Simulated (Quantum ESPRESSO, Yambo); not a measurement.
# ZrSe3 (P2_1/m): Bethe-Salpeter spectra with Yambo, part 2 of 3

How far does the k mesh set the exciton binding of ZrSe3 (P2_1/m)?

Quantum ESPRESSO 7.5 and Yambo 5.3.0; PBEsol and many-body steps on it, plane waves. Known limits of the many-body steps: not at the basis limit; no spin-orbit coupling; coarse k mesh; bindings not settled in the k mesh.

So far. Step 4 (Screening and self-energy, 2×4×2 mesh, 236 bands …): The gap on the mesh goes from 0.33 eV to 0.92 eV, a correction of +0.59 eV. Step 5 (Empty states on the mesh, 2×4×2 mesh, 128 bands): On this mesh the gap is 0.330 eV.

## 7. Excitons

Optical absorption needs the electron-hole interaction, solved here in a basis of vertical transitions on the mesh.

This step: Bethe-Salpeter equation on PBEsol with a scissors shift, plane waves, norm-conserving pseudopotentials.

bse3.in reads:

```
optics
bss
bse
em1s
dipoles
rim_cut
RandQpts= 1000000
RandGvec= 1 RL
Chimod= "HARTREE"
BSKmod= "SEX"
BSEmod= "resonant"
BSSmod= "d"
BSENGexx= 20 Ry
BSENGBlk= 4 Ry
% BSEQptR
 1 | 1 |
%
% BSEBands
 77 | 88 |
%
% BEnRange
 0 | 3 | eV
%
% BDmRange
 0.1 | 0.1 | eV
%
BEnSteps= 61
% BLongDir
 1 | 0 | 0 |
%
% BndsRnXs
 63 | 128 |
%
NGsBlkXs= 4 Ry
% LongDrXs
 1 | 1 | 1 |
%
% KfnQP_E
 0.618 | 1.0 | 1.0 |
%
WRbsWF
FFTGvecs= 47 Ry
```

The run is started by

```
$ OMP_NUM_THREADS=2 mpirun -n 4 yambo -F bse3.in -J bse3 -C bse3 > bse3.log
```

Log:

```text
 Yambo, version 5.3.0

 [02] CORE Variables Setup
 =========================

  [... cell, symmetries and grids as in the set-up ...]

  [02.05] Energies & Occupations
  ==============================

  [X] === General ===
  [X] Electronic Temperature                        :  0.000000  0.000000 [eV K]
  [X] Bosonic    Temperature                        :  0.000000  0.000000 [eV K]
  [X] Finite Temperature mode                       : no
  [X] El. density                                   :  0.88451E+24 [cm-3]
  [X] Fermi Level                                   :  10.50703 [eV]

  [X] === Gaps and Widths ===
  [X] Conduction Band Min                           :  0.329665 [eV]
  [X] Valence Band Max                              :  0.000000 [eV]
  [X] Filled Bands                                  :   84
  [X] Empty Bands                                   :   85  128
  [X] Direct Gap                                    :  0.602750 [eV]
  [X] Direct Gap localized at k                     :  2
  [X] Indirect Gap                                  :  0.329665 [eV]
  [X] Indirect Gap between kpts                     :   1   7
  [X] Last valence band width                       :  1.419693 [eV]
  [X] 1st conduction band width                     :  2.112716 [eV]

 [03] Transferred momenta grid and indexing
 ==========================================

 [BZ sampling] Q-grid is User defined and/or read from the database

 IBZ Q-points                                      :  12
 BZ  Q-points                                      :  16

 K/Q-points units:
 rlu = crystal or reduced units; cc = cartesian coordinates; iku = interal k-units

 Q [ 1]         [rlu]:  0.000000  0.000000  0.000000
 Q [ 2]         [rlu]: -0.49964E-17   0.0000     -0.50000
 Q [ 3]         [rlu]:  0.000000  0.250000  0.000000
 Q [ 4]         [rlu]: -0.49964E-17  0.25000     -0.50000
 Q [ 5]         [rlu]:  0.000000 -0.500000  0.000000
 Q [ 6]         [rlu]: -0.49964E-17 -0.50000     -0.50000
 Q [ 7]         [rlu]: -0.50000       0.0000      0.59754E-16
 Q [ 8]         [rlu]:  0.500000  0.000000 -0.500000
 Q [ 9]         [rlu]: -0.50000      0.25000      0.59754E-16
 Q [10]         [rlu]:  0.500000  0.250000 -0.500000
 Q [11]         [rlu]: -0.50000     -0.50000      0.59754E-16
 Q [12]         [rlu]:  0.500000  0.500000 -0.500000

  [03.01] X + BSE indexes
  =======================

   [03.01.01] Sigma indexes
   ========================

 [04] Coloumb potential Random Integration (RIM)
 ===============================================

  [04.01] RIM initialization
  ==========================

  * Diagonal components only detected *

  8 x (sBL volume)        :  0.096762 [a.u.]
  sBZ random points       :  1000000
  Points outside the sBZ  :   7993225
  RL volume               :  0.193525 [a.u.]
  Integrated volume       :  0.193689 [a.u.]

  [04.02] RIM integrals
  =====================

  Gamma point sphere radius             :  0.083276 [a.u.]
  Points outside the sphere             :   799794
  [Int_sBZ(q=0) 1/q^2]*(Vol_sBZ)^(-1/3) =:  7.483392
                                 should be <:  7.795600

  Summary of Coulomb integrals for non-metallic bands |Q|[au] RIM/Bare

  Q [1] 0.100000E-4 0.959951 * Q [2] 0.177544 0.867115
  Q [3] 0.221732 1.005740 * Q [4] 0.284055 0.994780
  Q [7] 0.309880 1.179383 * Q [8] 0.336486 1.132517
  Q [9] 0.381039 1.091490 * Q [10] 0.402974 1.072616
  Q [5] 0.443464 1.007706 * Q [6] 0.477685 1.004426
  Q [11] 0.541005 1.025187 * Q [12] 0.556672 1.022218

 [05] External/Internal QP corrections
 =====================================

 [QP_apply] Action to be applied: USER defined scissor

  [05.01]  QP corrections report
  ==============================

  [K+QP] === General ===
  [K+QP] Electronic Temperature                     :  0.000000  0.000000 [eV K]
  [K+QP] Bosonic    Temperature                     :  0.000000  0.000000 [eV K]
  [K+QP] Finite Temperature mode                    : no
[...]
MATRIX transfer (X_G_finite_q_X_redux_1_1) :      0.0009s P1 ( 12 calls,   0.072 msec avg) [MAX]      0.0001s P2 ( 12 calls,   0.012 msec avg) [min]
                          BSE components folding :      0.0003s P1 [MAX]      0.0002s P4 [min]
                         IO_and_Messaging_switch :      0.0004s P1 (121 calls,   0.004 msec avg) [MAX]      0.0004s P2 (121 calls,   0.003 msec avg) [min]
                              BSE matrix filling :      0.0018s P4 [MAX]      0.0005s P1 [min]
                                    PP_uspp_init :      0.0016s P2 ( 37 calls,   0.043 msec avg) [MAX]      0.0014s P3 ( 36 calls,   0.038 msec avg) [min]
                                    scatter_Gamp :      0.0016s P3 ( 12 calls,   0.134 msec avg) [MAX]      0.0016s P4 ( 12 calls,   0.132 msec avg) [min]
                                       X (REDUX) :      0.0597s P2 ( 12 calls,   4.973 msec avg) [MAX]      0.0016s P1 ( 12 calls,   0.135 msec avg) [min]
                                     K_WF_phases :      0.0315s P4 [MAX]      0.0039s P1 [min]
                                      T_space IP :      0.0042s P1 [MAX]      0.0041s P4 [min]
                              BSE matrix (REDUX) :      0.0060s P1 [MAX]      0.0048s P4 [min]
                                        io_QINDX :      0.0157s P1 (  5 calls,   3.135 msec avg) [MAX]      0.0054s P4 (  3 calls,   1.784 msec avg) [min]
                                     BSE dipoles :      0.0071s P2 [MAX]      0.0071s P1 [min]
                                   X (procedure) :      0.0675s P1 ( 12 calls,   5.629 msec avg) [MAX]      0.0090s P3 ( 12 calls,   0.750 msec avg) [min]
                                  eval_G_minus_G :      0.0119s P3 [MAX]      0.0104s P1 [min]
                                         io_GROT :      0.0140s P1 (  2 calls,   7.022 msec avg) [MAX]      0.0113s P2 (  2 calls,   5.649 msec avg) [min]
                                            io_X :      0.0615s P1 ( 33 calls,   1.865 msec avg) [MAX]      0.0144s P3 ( 33 calls,   0.437 msec avg) [min]
                                 bz_samp_indexes :      0.0157s P4 [MAX]      0.0147s P1 [min]
                                           io_BS :      0.0165s P2 ( 93 calls,   0.178 msec avg) [MAX]      0.0150s P4 ( 87 calls,   0.173 msec avg) [min]
                                      io_DIPOLES :      0.0302s P1 ( 35 calls,   0.863 msec avg) [MAX]      0.0170s P4 ( 23 calls,   0.737 msec avg) [min]
                               SERIAL_lin_system :      0.0527s P1 ( 12 calls,   4.392 msec avg)
                                     io_KB_pwscf :      0.0847s P1 ( 14 calls,   6.052 msec avg) [MAX]      0.0793s P4 ( 14 calls,   5.661 msec avg) [min]
                                       FFT_setup :      0.1924s P1 ( 37 calls,   5.199 msec avg) [MAX]      0.1767s P4 ( 36 calls,   4.909 msec avg) [min]
                                     io_fragment :      0.2145s P1 (126 calls,   1.703 msec avg) [MAX]      0.2055s P2 (102 calls,   2.015 msec avg) [min]
                                T_space EXX Osc. :      0.3284s P1 ( 23 calls,  14.279 msec avg) [MAX]      0.3102s P4 ( 22 calls,  14.099 msec avg) [min]
                            X T_space Kernel sum :      0.4130s P1 (156 calls,   2.648 msec avg) [MAX]      0.3366s P3 (144 calls,   2.337 msec avg) [min]
                                           io_WF :      0.3487s P1 (134 calls,   2.602 msec avg) [MAX]      0.3374s P3 (130 calls,   2.595 msec avg) [min]
                               T_space CORR Osc. :      0.4959s P1 ( 78 calls,   6.357 msec avg) [MAX]      0.3889s P4 ( 72 calls,   5.402 msec avg) [min]
                SERIAL_HERMITIAN_diagonalization :      0.4473s P1 [MAX]      0.4250s P4 [min]
                                  LINEAR ALGEBRA :      0.5000s P1 ( 13 calls,  38.462 msec avg) [MAX]      0.4250s P4 [min]
                                    Diago Solver :      0.4668s P1 [MAX]      0.4607s P3 [min]
                                     WF_load_FFT :      0.5141s P1 ( 37 calls,  13.895 msec avg) [MAX]      0.5086s P4 ( 36 calls,  14.127 msec avg) [min]
                                             RIM :      0.6368s P1 [MAX]      0.6361s P4 [min]
                                X T_space Kernel :      1.3579s P1 [MAX]      1.1918s P4 [min]
                                      Xo (REDUX) :      2.2231s P4 ( 12 calls,   0.185 sec avg) [MAX]      1.2906s P1 ( 12 calls,   0.108 sec avg) [min]
                                  Xo (procedure) :      7.4702s P1 ( 12 calls,   0.623 sec avg) [MAX]      6.5777s P4 ( 12 calls,   0.548 sec avg) [min]
                                  DIPOLE_g_space :     15.9351s P1 [MAX]     14.4281s P2 [min]
                                         Dipoles :     16.9745s P1 [MAX]     16.9744s P2 [min]

 [11] Game Over & Game summary
```

The job ended after 30 s (4 MPI ranks of Intel Xeon 6975P-C (Granite Rapids), shared host; peak memory 1.6 GiB; 2.1 min of CPU time).

Numbers from this step:

```
transitions in the window                                      : 512
direct gap of the transition levels                            : 1.221 eV
lowest state                                                   : 0.9745 eV
first strong exciton (over a fiftieth of the strongest listed) : 1.564 eV
binding of the lowest state below the direct gap               : 0.2462 eV
Coulomb term of one mesh cell                                  : 0.1843 eV
```

The binding is 1.3 times the screened Coulomb term of one mesh cell (0.18 eV), so it is not shown settled.

The lowest state lies at 0.975 eV, 0.246 eV under the direct gap.

Lines within 3 meV are set at the lowest of them, and the highest group, which the list may cut short, is left out. Exciton lines, with heights relative to the strongest:

```csv
position (eV),lines merged,"strength, relative"
0.975,1,0.0
1.051,1,0.0
1.072,1,0.0
1.136,1,0.0
1.202,1,0.0
1.222,2,0.0
1.310,1,0.0
1.363,1,0.0
1.450,1,0.0
1.486,1,0.0
1.490,1,0.0
1.497,1,0.0
1.521,1,0.0
1.553,1,0.0
1.564,1,100
1.596,1,0.0
1.697,1,13
1.705,1,35
1.723,1,1.2
1.763,1,0.0
1.777,1,43
```

Field along x; broadening 0.1 eV; transition window only. Limits: finite bands, cutoff and mesh; no spin-orbit coupling; coarse k mesh; exciton not shown settled in the k mesh. The ε₂ by photon energy; read off at these points:

```csv
photon energy (eV),BSE,no electron-hole interaction
0.00,0.208,0.190
0.10,0.226,0.205
0.20,0.246,0.222
0.30,0.270,0.241
0.40,0.298,0.263
0.50,0.331,0.289
0.60,0.370,0.319
0.70,0.418,0.355
0.85,0.512,0.422
0.95,0.598,0.480
1.05,0.711,0.552
1.15,0.870,0.644
1.25,1.11,0.768
1.35,1.52,0.941
1.45,2.39,1.20
1.55,4.12,1.64
1.65,4.91,2.55
1.75,6.70,4.58
1.85,10.9,6.81
1.95,21.8,8.08
2.00,25.9,8.61
2.05,24.5,9.90
2.15,17.5,16.7
2.30,12.7,26.1
2.40,9.77,19.1
2.50,11.1,12.5
2.60,15.3,11.3
2.70,25.5,15.9
2.75,27.0,22.0
2.80,22.3,28.4
2.90,15.9,26.9
3.00,18.1,24.5
```

## 8. Triplet (no exchange term)

bse4.in, as its differences from bse3.in of step 7:

```diff
@@ -12,3 +12,3 @@
 BSSmod= "d"
-BSENGexx= 20 Ry
+BSENGexx= 1 RL
 BSENGBlk= 4 Ry
```

The run is started by

```
$ OMP_NUM_THREADS=2 mpirun -n 4 yambo -F bse4.in -J bse4,bse3_W -C bse4 > bse4.log
```

Log:

```text
 Yambo, version 5.3.0

 [02] CORE Variables Setup
 =========================

  [... cell, symmetries and grids as in the set-up ...]

  [02.05] Energies & Occupations
  ==============================

  [X] === General ===
  [X] Electronic Temperature                        :  0.000000  0.000000 [eV K]
  [X] Bosonic    Temperature                        :  0.000000  0.000000 [eV K]
  [X] Finite Temperature mode                       : no
  [X] El. density                                   :  0.88451E+24 [cm-3]
  [X] Fermi Level                                   :  10.50703 [eV]

  [X] === Gaps and Widths ===
  [X] Conduction Band Min                           :  0.329665 [eV]
  [X] Valence Band Max                              :  0.000000 [eV]
  [X] Filled Bands                                  :   84
  [X] Empty Bands                                   :   85  128
  [X] Direct Gap                                    :  0.602750 [eV]
  [X] Direct Gap localized at k                     :  2
  [X] Indirect Gap                                  :  0.329665 [eV]
  [X] Indirect Gap between kpts                     :   1   7
  [X] Last valence band width                       :  1.419693 [eV]
  [X] 1st conduction band width                     :  2.112716 [eV]

 [03] Transferred momenta grid and indexing
 ==========================================

 IBZ Q-points                                      :  12
 BZ  Q-points                                      :  16

 K/Q-points units:
 rlu = crystal or reduced units; cc = cartesian coordinates; iku = interal k-units

 Q [ 1]         [rlu]:  0.000000  0.000000  0.000000
 Q [ 2]         [rlu]: -0.49964E-17   0.0000     -0.50000
 Q [ 3]         [rlu]:  0.000000  0.250000  0.000000
[...]
[K+QP] Empty Bands                                :   85  128
  [K+QP] Direct Gap                                 :  1.220750 [eV]
  [K+QP] Direct Gap localized at k                  :  2
  [K+QP] Indirect Gap                               :  0.947665 [eV]
  [K+QP] Indirect Gap between kpts                  :   1   7
  [K+QP] Last valence band width                    :  1.419693 [eV]
  [K+QP] 1st conduction band width                  :  2.112716 [eV]

  [coarse-grid] Minimum Bare Gap        [ev]:  0.329665
  [coarse-grid] Minimum Gap Correction  [ev]:  0.618000

  Eqp @ K [ 1]
  -207.6635 -207.6635 -207.6489 -207.6489 -206.8667 -206.8667 -147.4989 -147.4989
  -147.4854 -147.4854 -147.2661 -147.2661 -147.2596 -147.2596 -147.2501 -147.2501
  -147.2438 -147.2438 -146.5532 -146.5532 -146.5463 -146.5463 -146.5320 -146.5320
[...]
[... 4 further rows ...]
[...]
Eqp @ K [ 2]
[...]
[... 4 further rows ...]
[...]
Eqp @ K [ 3]
[...]
[... 4 further rows ...]
[...]
Eqp @ K [ 8]
[...]
[... 4 further rows ...]
[...]
Eqp @ K [ 9]
[...]
[... 49 further rows ...]
   12.71090  12.71090  13.82815  13.82815  15.03989  15.03992  15.25247  15.25248
   15.99664  15.99668  16.42131  16.42132  17.04681  17.04687  17.48105  17.48115

 [06] Dipoles
 ============

  [06.01] Setup: observables and procedures
  =========================================

  [WARNING] [r,Vnl^pseudo] included in position and velocity dipoles.

  [WARNING] In case H contains other non local terms, these are neglected

 [07] Static Dielectric Matrix
 =============================

    [08.01.05.02] Main kernel loop
    ==============================

    [08.01.05.03] Wave-Function Phases
    ==================================

    [BSE] WF phases found       :  68.05556 [o/o]

   [08.01.06] BSE solver(s) @q1
   ============================

   [08.01.07] Diago Solver @q1
   ===========================

 [11] Game Over & Game summary
```

Elapsed: 3.7 s, on 4 MPI ranks; peak memory 1.2 GiB; 15 s of CPU time.

The lowest triplet lies at 0.941 eV; without spin-orbit coupling triplets are dark, so no spectrum is read.

## 9. Empty states on the mesh, 4×4×2 mesh, 128 bands

This step: Quantum ESPRESSO 7.5; DFT, PBEsol, plane waves, norm-conserving pseudopotentials.

pw.in reads:

```
&control
  calculation = 'nscf'
  prefix = 'x'
  outdir = 'o'
  pseudo_dir = 'pseudo'
/
&system
  ibrav = 0
  nat = 8
  ntyp = 2
  ecutwfc = 104.0
  nbnd = 128
  force_symmorphic = .true.
/
&electrons
  conv_thr = 1e-9
  electron_maxstep = 80
  diago_full_acc = .true.
  diago_thr_init = 5e-6
/
ATOMIC_SPECIES
  Zr 91.224 Zr.upf
  Se 78.971 Se.upf
CELL_PARAMETERS angstrom
  5.4109000000 -0.0000000000 0.0000000000
  -0.0000000000 3.7488000000 0.0000000000
  -1.2294209091 0.0000000000 9.3636349901
ATOMIC_POSITIONS crystal
  Zr 0.2850000000 0.2500000000 0.6560000000
  Zr 0.7150000000 0.7500000000 0.3440000000
  Se 0.7620000000 0.2500000000 0.5540000000
  Se 0.2380000000 0.7500000000 0.4460000000
  Se 0.4560000000 0.2500000000 0.1740000000
  Se 0.5440000000 0.7500000000 0.8260000000
  Se 0.8880000000 0.2500000000 0.1690000000
  Se 0.1120000000 0.7500000000 0.8310000000
K_POINTS automatic
  4 4 2 0 0 0
```

The run is started by

```
$ OMP_NUM_THREADS=1 mpirun -n 8 pw.x -nk 4 -in pw.in > pw.out
```

Log:

```text
[banner, memory and clock lines left out]
Program PWSCF v.7.5 starts

     Atomic positions and unit cell read from directory:
     o/x.save/

     Message from routine setup:
     using ibrav=0 with symmetry is DISCOURAGED, use correct ibrav instead

     bravais-lattice index     =            0
     lattice parameter (alat)  =      10.2251  a.u.
     unit-cell volume          =    1281.7486 (a.u.)^3
     number of atoms/cell      =            8
     number of atomic types    =            2
     number of electrons       =       168.00
[...]
k = 0.0000 0.3608 0.0000 ( 22961 PWs)   bands (ev):

[...]
-136.9784-136.9784-136.7591-136.7591-136.7526-136.7526-136.7431-136.7431
  -136.7368-136.7368-136.0461-136.0461-136.0393-136.0393-136.0250-136.0250
[...]
[... 4 further rows ...]
    22.1443  22.4866  22.7727  22.9028  23.1482  23.5185  23.9959  24.0919
    24.9750  25.2347  25.3540  26.6132  26.6610  26.7563  27.4415  27.6239

          k = 0.0000 0.3608-0.2889 ( 22962 PWs)   bands (ev):

     [... further k-points ...]

     highest occupied, lowest unoccupied level (ev):    10.5070   10.8367

     XML data file, pseudopotentials, collected wavefunctions
```

It took 44 s on 8 MPI ranks; peak memory 1.7 GiB; 5.7 min of CPU time.

Numbers from this step:

```yaml
gap: 0.3297 eV
k_of_the_valence_top: 0, 0, 0
k_of_the_conduction_bottom: -0.5, 0, 0
least_direct_gap: 0.6027 eV
k_points_computed: 20
lowest_point_of_the_top_converged_band_above_the_valence_top: 15.77 eV
```

On this mesh the gap is 0.330 eV.

## 10. Conversion and set-up

This step: Yambo 5.3.0; conversion and set-up on PBEsol, plane waves, norm-conserving pseudopotentials.

The run is started by

```
$ (cd o/x.save; p2y > p2y.log; mv SAVE ../..); yambo > setup.log
```

Log:

```text
 Yambo, version 5.3.0

 [02] CORE Variables Setup
 =========================

  [02.01] Unit cells
  ==================

  Cell kind             :  Unknown
  Atoms in the cell     :  Zr  Se
  number of Zr atoms    :  2
  number of Se atoms    :   6

  List of atomic masses
  Mass of Zr    :  91.22400
  Mass of Se    :  78.97100

  List of atomic coordinates    : [cc]
  Zr1       :   1.39009   1.77105  11.60773  order 1
  Zr2       :  6.511756  5.313154  6.086979  order 2
  Se1       :  6.504450  1.771051  9.802867  order 3
  Se2       :  1.397400  5.313154  7.891839  order 4
[...]
Q [ 1]         [rlu]:  0.000000  0.000000  0.000000
 Q [ 2]         [rlu]: -0.49964E-17   0.0000     -0.50000
 Q [ 3]         [rlu]:  0.000000  0.250000  0.000000
[...]
Q [ 8]         [rlu]:  0.250000  0.000000 -0.500000
 Q [ 9]         [rlu]:  0.25000      0.25000     -0.20106E-16
 Q [10]         [rlu]:  0.250000  0.250000 -0.500000
     [... 8 further rows ...]
 Q [19]         [rlu]: -0.25000      0.25000      0.20106E-16
 Q [20]         [rlu]: -0.250000  0.250000  0.500000

  [03.01] X indexes
  =================

   [03.01.01] Sigma indexes
   ========================

 [06] Game Over & Game summary
```

It took 6.9 s on 1 MPI rank; peak memory 0.3 GiB.

(Continued in part 3 of 3.)

[Paths, hosts, dates, memory and timing lines, banners, echoed tables and standing remarks are left out of the program output.]

[Logs are printed without paths, hosts, clocks, repeated set-up lines and the standing remarks that a program may print on its own settings, such as how far it seeks lower states.]

[Runs of the session that timed out or met a known fault of the program may be left out.]

[Hosts, paths, dates, database ids (printed as entryN), source tags and the programs' standing remarks are cut or masked in the printed files.]
